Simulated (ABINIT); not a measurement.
**CsCdH3 (Pm-3m): zone-centre phonons**

Aim: the zone-centre modes of CsCdH3 (Pm-3m).

Program: ABINIT 10.8.3. Level of theory: DFT PBE, scalar-relativistic, plane waves, SPMS norm-conserving pseudopotentials. Results are calculated unless marked as measured.

This is a report of a sequence of runs, with most program output left out.

The structure was built from a prototype and need not be the compound's stable phase.

## (1) Set-up

It takes space group Pm-3m (No. 221, cubic). The conventional cell has a = 4.508 Å, b = 4.508 Å, c = 4.508 Å, α = 90.00°, β = 90.00°, γ = 90.00°. Cs has 12 H at 3.19 Å nearest. Nearest to Cd lie 6 H at 2.25 Å. H has 2 Cd at 2.25 Å and 4 Cs at 3.19 Å and 8 H at 3.19 Å nearest. Farther neighbours are not listed.

## (2) A first look

A first run with smearing and empty bands tells whether the crystal has a gap, which decides between fixed occupations and smearing later on.

File probe.abi:

```
# ground state
tolvrs 1.0d-08
prtden 1
prtwf 1

# basis, mesh and filling
ecut 38.0
ecutsm 3.0
ngkpt 4 4 4
nshiftk 1
shiftk 0.0 0.0 0.0
istwfk *1
occopt 7
tsmear 0.005
nband 24
nstep 100
diemac 9.0
prtebands 0
prtgsr 0
useylm 1

# cell and atoms
acell 8.51888537 8.51888537 8.51888537
rprim 
    1.0 0.0 0.0
    0.0 1.0 0.0
    0.0 0.0 1.0
ntypat 3
znucl 55 48 1
natom 5
typat 1 2 3 3 3
xred 
    0.0 0.0 0.0
    0.5 0.5 0.5
    0.5 0.5 0.0
    0.5 0.0 0.5
    0.0 0.5 0.5
pp_dirpath "./pseudo"
pseudos "Cs.psp8, Cd.psp8, H.psp8"
```

Run with:

```sh
OMP_NUM_THREADS=1 mpirun -n 4 abinit probe.abi > probe.log
```

Run time: 16 s. Hardware: 4 MPI ranks of Arm Neoverse V1, shared host; 63 s of CPU time.

Read from the output:

- volume per atom: 18.32 Å³
- pressure: -3.203 GPa
- gap on the k-mesh: 0 eV

No gap opens on this mesh, so smearing is kept.

## (3) Rough relaxation

The typed start is rough, so a first relaxation with smearing and loose thresholds takes it towards rest cheaply.

File prerelax.abi:

```
# relaxation
ionmov 2
optcell 2
dilatmx 1.15
chkdilatmx 0
ntime 40
tolmxf 3.0d-04
tolvrs 1.0d-10
prtwf 0
prtden 0
chksymtnons 0

# basis, mesh and filling
ecut 30.4
ecutsm 3.0
ngkpt 4 4 4
nshiftk 1
shiftk 0.0 0.0 0.0
istwfk *1
occopt 7
tsmear 0.005
nband 24
nstep 100
diemac 1000000.0
prtebands 0
prtgsr 0
useylm 1

# cell and atoms
acell 8.51888537 8.51888537 8.51888537
rprim 
    1.0 0.0 0.0
    0.0 1.0 0.0
    0.0 0.0 1.0
ntypat 3
znucl 55 48 1
natom 5
typat 1 2 3 3 3
xred 
    0.0 0.0 0.0
    0.5 0.5 0.5
    0.5 0.5 0.0
    0.5 0.0 0.5
    0.0 0.5 0.5
pp_dirpath "./pseudo"
pseudos "Cs.psp8, Cd.psp8, H.psp8"
```

Run with:

```sh
OMP_NUM_THREADS=1 mpirun -n 4 abinit prerelax.abi > prerelax.log
```

Run time: 95 s. Hardware: 4 MPI ranks.

Relaxation path:

| step | energy less that of the first step (eV) | largest force (eV/Å) | volume (Å³) |
| --- | --- | --- | --- |
| 1 | 0.0000 | 0.0000 | 91.61 |
| 2 | -0.0173 | 0.0000 | 90.72 |
| 3 | -0.1135 | 0.0000 | 79.31 |
| 4 | -0.1175 | 0.0000 | 81.33 |
| 5 | -0.1176 | 0.0000 | 81.06 |

| conventional cell, symmetrised | before | after | change |
| --- | --- | --- | --- |
| a (Å) | 4.508 | 4.328 | -4.0 % |
| b (Å) | 4.508 | 4.328 | -4.0 % |
| c (Å) | 4.508 | 4.328 | -4.0 % |
| volume (Å³/atom) | 18.32 | 16.21 | -11.5 % |

Read from the output:

```
volume per atom : 16.21 Å³
pressure        : -0.003398 GPa
```

The volume changes by -11.5 % in this run and stands -11.5 % from the first cell.

## (4) Relaxing the cell and atoms

The harmonic expansion needs vanishing forces, and a free crystal bears no stress, so cell and atoms are brought to rest. Stress is more sensitive to the basis than forces are: the last 3 Ha under the cutoff are smoothed with ecutsm.

File relax.abi:

```
# relaxation
ionmov 2
optcell 2
dilatmx 1.08
ntime 40
tolmxf 1.0d-05
tolvrs 1.0d-14
prtwf 0
prtden 0
chksymtnons 0

# basis, mesh and filling
ecut 38.0
ecutsm 3.0
ngkpt 6 6 6
nshiftk 1
shiftk 0.0 0.0 0.0
istwfk *1
occopt 3
tsmear 0.01
nband 24
nstep 100
diemac 1000000.0
prtebands 0
prtgsr 0
useylm 1

# cell and atoms
acell 8.178290203 8.178290203 8.178290203
rprim 
    1.0 0.0 0.0
    0.0 1.0 0.0
    0.0 0.0 1.0
ntypat 3
znucl 55 48 1
natom 5
typat 1 2 3 3 3
xred 
    0.0 0.0 0.0
    0.5 0.5 0.5
    0.5 0.5 0.0
    0.5 0.0 0.5
    0.0 0.5 0.5
pp_dirpath "./pseudo"
pseudos "Cs.psp8, Cd.psp8, H.psp8"
```

Run with:

```sh
OMP_NUM_THREADS=1 mpirun -n 4 abinit relax.abi > relax.log
```

The job ended after 1.8 min (4 MPI ranks; 7.1 min of CPU time).

Little changed from the start: no atom moved by 0.005 Å and no cell edge by 0.1 %.

Read from the output:

- volume per atom: 16.25 Å³
- pressure: 2.31e-4 GPa

The volume changes by +0.2 % in this run and stands -11.3 % from the first cell.

## (5) Self-consistent run for the response

First-order wavefunctions inherit every error of the ground state, hence the very tight tolvrs. ecutsm is kept as in the relaxation, so that the cell stays at rest. Smearing stays on, as the first look found no gap above 0.3 eV.

File gs.abi:

```
# ground state
tolvrs 1.0d-16
prtden 1
prtwf 1

# basis, mesh and filling
ecut 38.0
ecutsm 3.0
ngkpt 6 6 6
nshiftk 1
shiftk 0.0 0.0 0.0
istwfk *1
occopt 3
tsmear 0.01
nband 24
nstep 100
diemac 1000000.0
prtebands 0
prtgsr 0
useylm 1

# cell and atoms
acell 8.184873553 8.184873553 8.184873553
rprim 
    1.0 0.0 0.0
    0.0 1.0 0.0
    0.0 0.0 1.0
ntypat 3
znucl 55 48 1
natom 5
typat 1 2 3 3 3
xred 
    0.0 0.0 0.0
    0.5 0.5 0.5
    0.5 0.5 0.0
    0.5 0.0 0.5
    0.0 0.5 0.5
pp_dirpath "./pseudo"
pseudos "Cs.psp8, Cd.psp8, H.psp8"
```

Run with:

```sh
OMP_NUM_THREADS=1 mpirun -n 4 abinit gs.abi > gs.log
```

Wall time 34 s (4 MPI ranks).

Read from the output:

| Quantity | Value |
| --- | --- |
| pressure | 5.46e-4 GPa |

The cell stands at 5.5e-4 GPa, close enough for phonons.

## (6) Zone-centre response

At q = 0 one unit cell holds all displacements. The response is solved for single atoms along the cell's directions, and symmetry skips those that follow from others. The crystal is treated as a metal, which screens a static field, so no field response is asked.

File dfpt_gamma.abi:

```

# common to the responses
getwfk_filepath "gso_WFK"
kptopt 2
nqpt 1
qpt 0.0 0.0 0.0
asr 0
chneut 0

# displacements
rfphon 1
rfatpol 1 5
rfdir 1 1 1
tolvrs 1.0d-10
prtwf 0

# basis, mesh and filling
ecut 38.0
ecutsm 3.0
ngkpt 6 6 6
nshiftk 1
shiftk 0.0 0.0 0.0
istwfk *1
occopt 3
tsmear 0.01
nband 24
nstep 100
diemac 1000000.0
prtebands 0
prtgsr 0
useylm 1

# cell and atoms
acell 8.184873553 8.184873553 8.184873553
rprim 
    1.0 0.0 0.0
    0.0 1.0 0.0
    0.0 0.0 1.0
ntypat 3
znucl 55 48 1
natom 5
typat 1 2 3 3 3
xred 
    0.0 0.0 0.0
    0.5 0.5 0.5
    0.5 0.5 0.0
    0.5 0.0 0.5
    0.0 0.5 0.5
pp_dirpath "./pseudo"
pseudos "Cs.psp8, Cd.psp8, H.psp8"
```

Run with:

```sh
OMP_NUM_THREADS=1 mpirun -n 4 abinit dfpt_gamma.abi > dfpt_gamma.log
```

Elapsed: 4 min, on 4 MPI ranks; 16 min of CPU time.

This step gave:

```yaml
largest_acoustic_frequency_at_the_zone_centre_before_the_sum_rule: 5.58 cm⁻¹
highest_optical_zone_centre_mode_no_lo_to_term: 832.5 cm⁻¹
lowest_optical_zone_centre_mode: 61.94 cm⁻¹
```

The acoustic modes at Γ come out as far as 5.6 cm⁻¹ from zero, where they should vanish, a small numerical error.

## (7) Modes with the sum rule

anaddb reads the merged derivatives and imposes the acoustic sum rule.

File anaddb.abi:

```
ddb_filepath "gamma_DDB"
output_file "anaddb.abo"
outdata_prefix "anaddb"
asr 1
chneut 1
enunit 2
eivec 1
nph1l 1
qph1l 0.0 0.0 0.0 1.0
```

File mrgddb.in:

```
gamma_DDB
merged
2
dfpt_gammao_DDB
gso_DDB
```

Run with:

```sh
mrgddb < mrgddb.in > mrgddb.log
OMP_NUM_THREADS=1 anaddb anaddb.abi > anaddb.log
```

It took 0.51 s on 1 thread.

Read from the output:

| Property | Result |
| --- | --- |
| lowest optical zone-centre mode | 61.63 cm⁻¹ |

No LO-TO term; unit eigenvectors of the mass-weighted matrix, from anaddb's displacements. The modes at Γ (shares of kinetic energy by element, %):

| mode | frequency (cm⁻¹) | symmetry | Cs % | Cd % | H % |
| --- | --- | --- | --- | --- | --- |
| 1 | 0.0 | acoustic | 54 | 45 | 1 |
| 2 | 0.0 | acoustic | 54 | 45 | 1 |
| 3 | 0.0 | acoustic | 54 | 45 | 1 |
| 4 | 61.6 | T1u | 43 | 55 | 2 |
| 5 | 61.6 | T1u | 43 | 55 | 2 |
| 6 | 61.6 | T1u | 43 | 55 | 2 |
| 7 | 373.5 | T1u | 3 | 0 | 97 |
| 8 | 373.5 | T1u | 3 | 0 | 97 |
| 9 | 373.5 | T1u | 3 | 0 | 97 |
| 10 | 643.7 | T2u | 0 | 0 | 100 |
| 11 | 643.7 | T2u | 0 | 0 | 100 |
| 12 | 643.7 | T2u | 0 | 0 | 100 |
| 13 | 832.5 | T1u | 0 | 0 | 100 |
| 14 | 832.5 | T1u | 0 | 0 | 100 |
| 15 | 832.5 | T1u | 0 | 0 | 100 |

Displacements in mode 4 (61.6 cm⁻¹), the largest set to 1:
```
Cs1  0.00  0.00  0.52
Cd2  0.00  0.00 -0.64
H3   0.00  0.00  1.00
H4   0.00  0.00  0.56
H5   0.00  0.00  0.56
```

Displacements in mode 10 (643.7 cm⁻¹), the largest set to 1:
```
Cs1  0.00  0.00  0.00
Cd2  0.00  0.00  0.00
H3   0.00  0.00  0.00
H4   0.00  0.00 -1.00
H5   0.00  0.00  1.00
```

The rule also moves an optical mode by 0.3 cm⁻¹.

## (8) Sum rules set otherwise (asr 0)

Without the rule the raw error of the acoustic modes shows.

anaddb.abi, as its differences from that of step 7:

```diff
@@ -3,4 +3,4 @@
 outdata_prefix "anaddb"
-asr 1
-chneut 1
+asr 0
+chneut 0
 enunit 2
```

mrgddb.in is that of step 7.

The job ended after 0.5 s (1 thread).

This step gave:

```yaml
lowest_optical_zone_centre_mode: 61.94 cm⁻¹
```

Zone-centre frequencies as printed; negative means imaginary. Modes:

| mode | frequency (cm⁻¹) |
| --- | --- |
| 1 | 5.58 |
| 2 | 5.58 |
| 3 | 5.58 |
| 4 | 61.94 |
| 5 | 61.94 |
| 6 | 61.94 |
| 7 | 373.6 |
| 8 | 373.6 |
| 9 | 373.6 |
| 10 | 643.7 |
| 11 | 643.7 |
| 12 | 643.7 |
| 13 | 832.5 |
| 14 | 832.5 |
| 15 | 832.5 |

## (9) Outcome

```
space group after relaxation                                           : Pm-3m
volume per atom                                                        : 16.3 Å³
highest optical zone-centre mode (no LO-TO term)                       : 832.5 cm⁻¹
lowest optical zone-centre mode                                        : 61.6 cm⁻¹
imaginary optical modes at the zone centre (no q mesh in this session) : none
```

At the PBE level the optical modes of CsCdH3 (Pm-3m) at the zone centre run from 62 to 832 cm⁻¹. These are harmonic frequencies: anharmonic shifts and widths and the lattice's thermal expansion are left out. The Fermi-Dirac smearing of 0.01 Ha is an electronic temperature of 3158 K, which adds a pressure of its own and can shift the volume and soft modes. Spin-orbit coupling is left out, which can matter for the heavy elements here. In a metal the frequencies hang on the k mesh and the smearing, most of all near Kohn anomalies. The structure is a hypothetical one, built on a prototype.

[Host names and launcher messages were left out of these logs when they were recorded.]

[Logs are printed without paths, hosts, clocks, repeated set-up lines and the standing remarks that a program may print on its own settings, such as how far it seeks lower states.]

[Hosts, paths, dates, database ids (printed as entryN), source tags and the programs' standing remarks are cut or masked in the printed files.]
